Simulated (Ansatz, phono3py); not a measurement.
# Scattering channels in CaO (Lime, Fm-3m), one at a time, part 2 of 3

Aim: with force constants in hand, see how mesh, solver, isotopes and boundaries change the conductivity of CaO (Lime).

What experiment has found for this phase:
- thermal conductivity 27 W/m/K near room temperature (given in “Combining the AFLOW GIBBS and Elastic Libraries to efficiently and robustly screen thermo-mechanical properties of solids”, 2017, arXiv:1611.05714)
- thermal conductivity 27 W/m/K near room temperature (given in “Predicting the lattice thermal conductivity of solids by solving the Boltzmann transport equation: AFLOW - AAPL an automated, accurate and efficient framework”, 2017, arXiv:1611.05481)

Ansatz 0.2.0 and phono3py 4.10.0; DFT LDA, scalar-relativistic, plane waves, PAW (the session's first sound run).

So far, κ at 300 K (W/m/K): step 3 (relaxation-time solution) 31.0; step 5 (isotopes none) 33.0; step 6 (q-mesh of the transport sums 5×5×5) 27.5.

### Step 7. Another q-mesh, third order supercell 4×4×4, supercell 4×4×4 (run 2)

Level of this step: DFT LDA, scalar-relativistic, plane waves, PAW; phono3py on Ansatz's force constants (phono3py).

The q-mesh of the transport sums changes, with the same scattering terms.

File phono3py.yaml:

```yaml
phono3py:
  version: "4.10.0"
  frequency_unit_conversion_factor: 15.633302
  symmetry_tolerance: 1.00000e-05

physical_unit:
  atomic_mass: "AMU"
  length: "angstrom"

space_group:
  type: "Fm-3m"
  number: 225
  Hall_symbol: "-F 4 2 3"

primitive_matrix:
- [  1.000000000000000,  0.000000000000000,  0.000000000000000 ]
- [  0.000000000000000,  1.000000000000000,  0.000000000000000 ]
- [  0.000000000000000,  0.000000000000000,  1.000000000000000 ]

supercell_matrix:
- [   4,   0,   0 ]
- [   0,   4,   0 ]
- [   0,   0,   4 ]

# [primitive_cell block left out]
unit_cell:
  lattice:
  - [     0.000000000000000,     2.353900715000000,     2.353900715000000 ] # a
  - [     2.353900715000000,     0.000000000000000,     2.353900715000000 ] # b
  - [     2.353900715000000,     2.353900715000000,     0.000000000000000 ] # c
  points:
  - symbol: Ca # 1
    coordinates: [  0.000000000000000,  0.000000000000000,  0.000000000000000 ]
    mass: 40.078000
    reduced_to: 1
  - symbol: O # 2
    coordinates: [  0.500000000000000,  0.500000000000000,  0.500000000000000 ]
    mass: 15.999000
    reduced_to: 2

# [supercell block left out]
phonon_supercell_matrix:
- [   4,   0,   0 ]
- [   0,   4,   0 ]
- [   0,   0,   4 ]

# [phonon_primitive_cell block left out]
# [phonon_supercell block left out]
nac:
  born_effective_charge:
  - # 1 (Ca)
    - [  2.374809778980079,  0.000000000000000,  0.000000000000000 ]
    - [  0.000000000000000,  2.374809778980079,  0.000000000000000 ]
    - [  0.000000000000000,  0.000000000000000,  2.374809778980079 ]
  - # 2 (O)
    - [ -2.374809778980079,  0.000000000000000,  0.000000000000000 ]
    - [  0.000000000000000, -2.374809778980079,  0.000000000000000 ]
    - [  0.000000000000000,  0.000000000000000, -2.374809778980079 ]
  dielectric_constant:
    - [  3.879357152205992,  0.000000000000000,  0.000000000000000 ]
    - [  0.000000000000000,  3.879357152205992,  0.000000000000000 ]
    - [  0.000000000000000,  0.000000000000000,  3.879357152205992 ]
  unit_conversion_factor: 14.399645
```

Command:

```
$ phono3py phono3py.yaml --mesh 7 7 7 --br --isotope --ts 100 300 600
```

Log:

```text
[banner, memory and clock lines left out]
Rust backend (phonors) using rayon (8 threads).
Running in phono3py.load mode.
Spglib version 2.8.0
----------------------------- General settings -----------------------------
Run mode: conductivity-RTA
HDF5 data compression filter: gzip
Crystal structure was read from "phono3py.yaml".
Supercell (dim): [4 4 4]
Phonon supercell (dim-fc2): [4 4 4]
Primitive matrix:
  [1. 0. 0.]
  [0. 1. 0.]
  [0. 0. 1.]
Spacegroup: Fm-3m (225)
Use -v option to watch primitive cell, unit cell, and supercell structures.
[...]
10.767   (   5.042  -16.374    0.000)   17.133
  11.742   ( -31.139   13.289    0.000)   33.856
=================== End of collection of collisions ===================
----------- Thermal conductivity (W/m-k) with tetrahedron method -----------
#  T(K)        xx         yy         zz         yz         xz         xy
  100.0      74.507     74.507     74.507     -0.000     -0.000      0.000
  300.0      25.862     25.862     25.862     -0.000     -0.000      0.000
  600.0      13.432     13.432     13.432     -0.000     -0.000      0.000

Thermal conductivity related properties were written into
"kappa-m777.hdf5".
Summary of calculation was written in "phono3py.yaml".
```

Wall time 1.4 s (8 threads of Arm Neoverse V2, shared host); peak memory 0.09 GiB.

W/m/K. Kappa, by row:

```csv
T (K),xx,yy,zz,yz,xz,xy
100,74.51,74.51,74.51,0,0,0
300,25.86,25.86,25.86,0,0,0
600,13.43,13.43,13.43,0,0,0
```

This mesh is too coarse for the transport sums: κ at 300 K comes out at 25.9 against 31.0 W/(m K) in the base run.

### Step 8. Another q-mesh, third order supercell 4×4×4, supercell 4×4×4 (run 3)

The q-mesh of the transport sums changes, with the same scattering terms.

phono3py.yaml is that of step 7.

Command:

```
$ phono3py phono3py.yaml --mesh 11 11 11 --br --isotope --ts 100 300 600
```

Log:

```text
[banner, memory and clock lines left out]
Rust backend (phonors) using rayon (8 threads).
Running in phono3py.load mode.
Spglib version 2.8.0
----------------------------- General settings -----------------------------
Run mode: conductivity-RTA
HDF5 data compression filter: gzip
Crystal structure was read from "phono3py.yaml".
Supercell (dim): [4 4 4]
Phonon supercell (dim-fc2): [4 4 4]
Primitive matrix:
  [1. 0. 0.]
  [0. 1. 0.]
  [0. 0. 1.]
Spacegroup: Fm-3m (225)
Use -v option to watch primitive cell, unit cell, and supercell structures.
[...]
10.719   (   3.024  -16.799    0.000)   17.069
  11.475   ( -28.089    9.371    0.000)   29.611
=================== End of collection of collisions ===================
----------- Thermal conductivity (W/m-k) with tetrahedron method -----------
#  T(K)        xx         yy         zz         yz         xz         xy
  100.0     103.779    103.779    103.779     -0.000     -0.000      0.000
  300.0      29.203     29.203     29.203     -0.000     -0.000      0.000
  600.0      14.822     14.822     14.822     -0.000     -0.000      0.000

Thermal conductivity related properties were written into
"kappa-m111111.hdf5".
Summary of calculation was written in "phono3py.yaml".
```

Run time: 4.8 s. Hardware: 8 threads; peak memory 0.09 GiB.

κ at 300 K goes from 31.0 in the base run to 29.2 W/(m K).

### Step 9. Another q-mesh, third order supercell 4×4×4, supercell 4×4×4 (run 4)

The q-mesh of the transport sums changes, with the same scattering terms.

phono3py.yaml is that of step 8.

Command:

```
$ phono3py phono3py.yaml --mesh 15 15 15 --br --isotope --ts 100 300 600
```

Log:

```text
[banner, memory and clock lines left out]
Rust backend (phonors) using rayon (8 threads).
Running in phono3py.load mode.
Spglib version 2.8.0
----------------------------- General settings -----------------------------
Run mode: conductivity-RTA
HDF5 data compression filter: gzip
Crystal structure was read from "phono3py.yaml".
Supercell (dim): [4 4 4]
Phonon supercell (dim-fc2): [4 4 4]
Primitive matrix:
  [1. 0. 0.]
  [0. 1. 0.]
  [0. 0. 1.]
Spacegroup: Fm-3m (225)
Use -v option to watch primitive cell, unit cell, and supercell structures.
[...]
10.689   (   2.149  -16.878    0.000)   17.014
  11.359   ( -25.063    7.206    0.000)   26.079
=================== End of collection of collisions ===================
----------- Thermal conductivity (W/m-k) with tetrahedron method -----------
#  T(K)        xx         yy         zz         yz         xz         xy
  100.0     118.700    118.700    118.700     -0.000     -0.000      0.000
  300.0      30.911     30.911     30.911     -0.000     -0.000      0.000
  600.0      15.518     15.518     15.518     -0.000     -0.000      0.000

Thermal conductivity related properties were written into
"kappa-m151515.hdf5".
Summary of calculation was written in "phono3py.yaml".
```

It took 23 s on 8 threads; peak memory 0.09 GiB; 2.9 min of CPU time.

κ at 300 K goes from 31.0 in the base run to 30.9 W/(m K).

### Step 10. Another q-mesh, third order supercell 4×4×4, supercell 4×4×4 (run 5)

The q-mesh of the transport sums changes, with the same scattering terms.

phono3py.yaml is that of step 9.

Command:

```
$ phono3py phono3py.yaml --mesh 21 21 21 --br --isotope --ts 100 300 600
```

Log:

```text
[banner, memory and clock lines left out]
Rust backend (phonors) using rayon (8 threads).
Running in phono3py.load mode.
Spglib version 2.8.0
----------------------------- General settings -----------------------------
Run mode: conductivity-RTA
HDF5 data compression filter: gzip
Crystal structure was read from "phono3py.yaml".
Supercell (dim): [4 4 4]
Phonon supercell (dim-fc2): [4 4 4]
Primitive matrix:
  [1. 0. 0.]
  [0. 1. 0.]
  [0. 0. 1.]
Spacegroup: Fm-3m (225)
Use -v option to watch primitive cell, unit cell, and supercell structures.
[...]
10.555   (  -0.000  -13.181   18.013)   22.320
  11.305   (  -0.000   -0.402  -24.577)   24.580
=================== End of collection of collisions ===================
----------- Thermal conductivity (W/m-k) with tetrahedron method -----------
#  T(K)        xx         yy         zz         yz         xz         xy
  100.0     123.813    123.813    123.813     -0.000     -0.000      0.000
  300.0      31.074     31.074     31.074     -0.000     -0.000      0.000
  600.0      15.546     15.546     15.546     -0.000     -0.000      0.000

Thermal conductivity related properties were written into
"kappa-m212121.hdf5".
Summary of calculation was written in "phono3py.yaml".
```

Elapsed: 2.7 min, on 8 threads; peak memory 0.11 GiB; 21 min of CPU time.

W/m/K. Kappa, by row:

```csv
T (K),xx,yy,zz,yz,xz,xy
100,123.8,123.8,123.8,0,0,0
300,31.07,31.07,31.07,0,0,0
600,15.55,15.55,15.55,0,0,0
```

κ at 300 K goes from 31.0 in the base run to 31.1 W/(m K).

### Step 11. Mesh convergence

This step: DFT LDA, scalar-relativistic, plane waves, PAW (phono3py 4.10.0).

Series, by row:

```csv
mesh points along each axis,kappa at 100 K (W/m/K),kappa at 300 K (W/m/K),kappa at 600 K (W/m/K),seconds
5,64.23,27.54,14.44,1.19
7,74.51,25.86,13.43,1.44
11,103.8,29.2,14.82,4.8
15,118.7,30.91,15.52,23.16
21,123.8,31.07,15.55,159.5
```

### Step 12. Boundary scattering, third order supercell 4×4×4, supercell 4×4×4

A boundary term v/L is added to each rate, a simple model of grains or a thin sample.

This step: DFT LDA, scalar-relativistic, plane waves, PAW; phono3py on Ansatz's force constants (phono3py 4.10.0).

phono3py.yaml is that of step 10.

Command:

```
$ phono3py phono3py.yaml --mesh 23 23 23 --br --isotope --boundary-mfp 0.1 --ts 100 150 200 300 400 500 600 800
```

Log:

```text
[banner, memory and clock lines left out]
Rust backend (phonors) using rayon (8 threads).
Running in phono3py.load mode.
Spglib version 2.8.0
----------------------------- General settings -----------------------------
Run mode: conductivity-RTA
HDF5 data compression filter: gzip
Crystal structure was read from "phono3py.yaml".
Supercell (dim): [4 4 4]
Phonon supercell (dim-fc2): [4 4 4]
Primitive matrix:
  [1. 0. 0.]
  [0. 1. 0.]
  [0. 0. 1.]
Spacegroup: Fm-3m (225)
Use -v option to watch primitive cell, unit cell, and supercell structures.
NAC parameters were read from "phono3py.yaml".
fc3 was read from "fc3.hdf5".
fc2 was read from "fc2.hdf5".
----------------------------- Force constants ------------------------------
Max drift of fc3: 0.00030000 (zzz) 0.00030000 (zzz) 0.00030000 (zzz)
Max drift of fc2: -0.00110000 (yy) -0.00110000 (yy)
--------------------------- Calculation settings ---------------------------
Non-analytical term correction (NAC): True
NAC unit conversion factor:  14.39964
BZ integration: Tetrahedron-method
Temperature:  100.0  150.0  200.0  300.0  400.0 ... 800.0
Cutoff frequency: 0.01
Mesh sampling: [ 23 23 23 ]
Generating grid system ... [ 23 23 23 ]
fc3-r2q-transformation over three atoms: True
--------------------------- Phonon calculations ----------------------------
  PRB 50, 13035(R) (1994), PRB 55, 10355 (1997)
  G-cutoff distance: 1.40, Number of G-points: 307, Lambda: 0.29
Running harmonic phonon calculations...
-------------------- Lattice thermal conductivity (RTA) --------------------
Running heat capacity calculations...
Running velocity calculations...
Running isotope scattering calculations with tetrahedron method...
======================= Grid point 0 (1/364) =======================
q-point: ( 0.00  0.00  0.00)
Boundary mean free path (micrometer): 0.10000
Mass variance parameters: 2.98e-04 3.36e-05
Number of triplets: 364
Frequency     group velocity (x, y, z)     |gv|
  -0.051   (   0.000    0.000    0.000)    0.000
  -0.051   (   0.000    0.000    0.000)    0.000
  -0.051   (   0.000    0.000    0.000)    0.000
   8.707   (   0.000    0.000    0.000)    0.000
   8.707   (   0.000    0.000    0.000)    0.000
   8.707   (   0.000    0.000    0.000)    0.000
======================= Grid point 1 (2/364) =======================
q-point: ( 0.04  0.00  0.00)
Boundary mean free path (micrometer): 0.10000
Mass variance parameters: 2.98e-04 3.36e-05
Number of triplets: 1156
Frequency     group velocity (x, y, z)     |gv|
   0.822   ( -29.495   29.495   29.495)   51.086
   0.822   ( -29.495   29.495   29.495)   51.086
   1.323   ( -47.605   47.605   47.605)   82.454
   8.725   (  -1.291    1.291    1.291)    2.235
   8.725   (  -1.291    1.291    1.291)    2.235
  17.045   (   1.747   -1.747   -1.747)    3.026
[361 grid points left out]
======================= Grid point 2943 (364/364) =======================
q-point: (-0.26  0.48  0.22)
Boundary mean free path (micrometer): 0.10000
Mass variance parameters: 2.98e-04 3.36e-05
Number of triplets: 3180
Frequency     group velocity (x, y, z)     |gv|
   7.425   (  17.943    4.714   -0.000)   18.552
   8.260   ( -18.956   19.658   -0.000)   27.309
   8.347   (   2.417  -20.506    0.000)   20.648
  10.433   (  14.154   14.695   -0.000)   20.403
  10.656   (   1.359  -16.882    0.000)   16.937
  11.262   ( -20.185    4.779    0.000)   20.743
=================== End of collection of collisions ===================
----------- Thermal conductivity (W/m-k) with tetrahedron method -----------
#  T(K)        xx         yy         zz         yz         xz         xy
  100.0      29.238     29.238     29.238     -0.000     -0.000      0.000
  150.0      28.388     28.388     28.388     -0.000     -0.000      0.000
  200.0      25.033     25.033     25.033     -0.000     -0.000      0.000
  300.0      19.437     19.437     19.437     -0.000     -0.000      0.000
  400.0      15.742     15.742     15.742     -0.000     -0.000      0.000
  500.0      13.216     13.216     13.216     -0.000     -0.000      0.000
  600.0      11.394     11.394     11.394     -0.000     -0.000      0.000
  800.0       8.949      8.949      8.949     -0.000     -0.000      0.000

Thermal conductivity related properties were written into
"kappa-m232323.hdf5".
Summary of calculation was written in "phono3py.yaml".
```

The job ended after 4.6 min (8 threads; peak memory 0.11 GiB; 36 min of CPU time).

Numbers from this step:

```yaml
kappa_at_300_k: 19.44 W/m/K
kappa_xx_yy_zz_at_300_k: 19.44, 19.44, 19.44 W/m/K
```

W/m/K. Kappa, by row:

```csv
T (K),xx,yy,zz,yz,xz,xy
100,29.24,29.24,29.24,0,0,0
150,28.39,28.39,28.39,0,0,0
200,25.03,25.03,25.03,0,0,0
300,19.44,19.44,19.44,0,0,0
400,15.74,15.74,15.74,0,0,0
500,13.22,13.22,13.22,0,0,0
600,11.39,11.39,11.39,0,0,0
800,8.949,8.949,8.949,0,0,0
```

κ at 300 K goes from 31.0 in the base run to 19.4 W/(m K).

### Step 13. Boundary scattering, third order supercell 4×4×4, supercell 4×4×4 (run 2)

A boundary term v/L is added to each rate, a simple model of grains or a thin sample.

phono3py.yaml is that of step 12.

Command:

```
$ phono3py phono3py.yaml --mesh 23 23 23 --br --isotope --boundary-mfp 0.3 --ts 100 150 200 300 400 500 600 800
```

Log:

```text
[banner, memory and clock lines left out]
Rust backend (phonors) using rayon (8 threads).
Running in phono3py.load mode.
Spglib version 2.8.0
----------------------------- General settings -----------------------------
Run mode: conductivity-RTA
HDF5 data compression filter: gzip
Crystal structure was read from "phono3py.yaml".
Supercell (dim): [4 4 4]
Phonon supercell (dim-fc2): [4 4 4]
Primitive matrix:
  [1. 0. 0.]
  [0. 1. 0.]
  [0. 0. 1.]
Spacegroup: Fm-3m (225)
Use -v option to watch primitive cell, unit cell, and supercell structures.
[...]
----------- Thermal conductivity (W/m-k) with tetrahedron method -----------
#  T(K)        xx         yy         zz         yz         xz         xy
  100.0      45.897     45.897     45.897     -0.000     -0.000      0.000
  150.0      38.449     38.449     38.449     -0.000     -0.000      0.000
  200.0      31.743     31.743     31.743     -0.000     -0.000      0.000
[...]
600.0      12.883     12.883     12.883     -0.000     -0.000      0.000
  800.0       9.976      9.976      9.976     -0.000     -0.000      0.000

Thermal conductivity related properties were written into
"kappa-m232323.hdf5".
Summary of calculation was written in "phono3py.yaml".
```

Wall time 4.5 min (8 threads); peak memory 0.11 GiB.

This step gave:

```
κ at 300 K            : 23.22 W/m/K
κ xx, yy, zz at 300 K : 23.22, 23.22, 23.22 W/m/K
```

W/m/K. Kappa, by row:

```csv
T (K),xx,yy,zz,yz,xz,xy
100,45.9,45.9,45.9,0,0,0
150,38.45,38.45,38.45,0,0,0
200,31.74,31.74,31.74,0,0,0
300,23.22,23.22,23.22,0,0,0
400,18.29,18.29,18.29,0,0,0
500,15.11,15.11,15.11,0,0,0
600,12.88,12.88,12.88,0,0,0
800,9.976,9.976,9.976,0,0,0
```

κ at 300 K goes from 31.0 in the base run to 23.2 W/(m K).

(Continued in part 3 of 3.)

[Logs are printed without paths, hosts, clocks, repeated set-up lines and the standing remarks that a program may print on its own settings, such as how far it seeks lower states.]

[Hosts, paths, dates, database ids (printed as entryN), source tags and the programs' standing remarks are cut or masked in the printed files.]

[A step with changed settings may run another functional than the one named; its input shows which.]

[Pressures of single members of a volume series are the stress at the run's cutoff; with an incomplete basis they can lie off −dE/dV of the same runs, and they are not shown converged.]
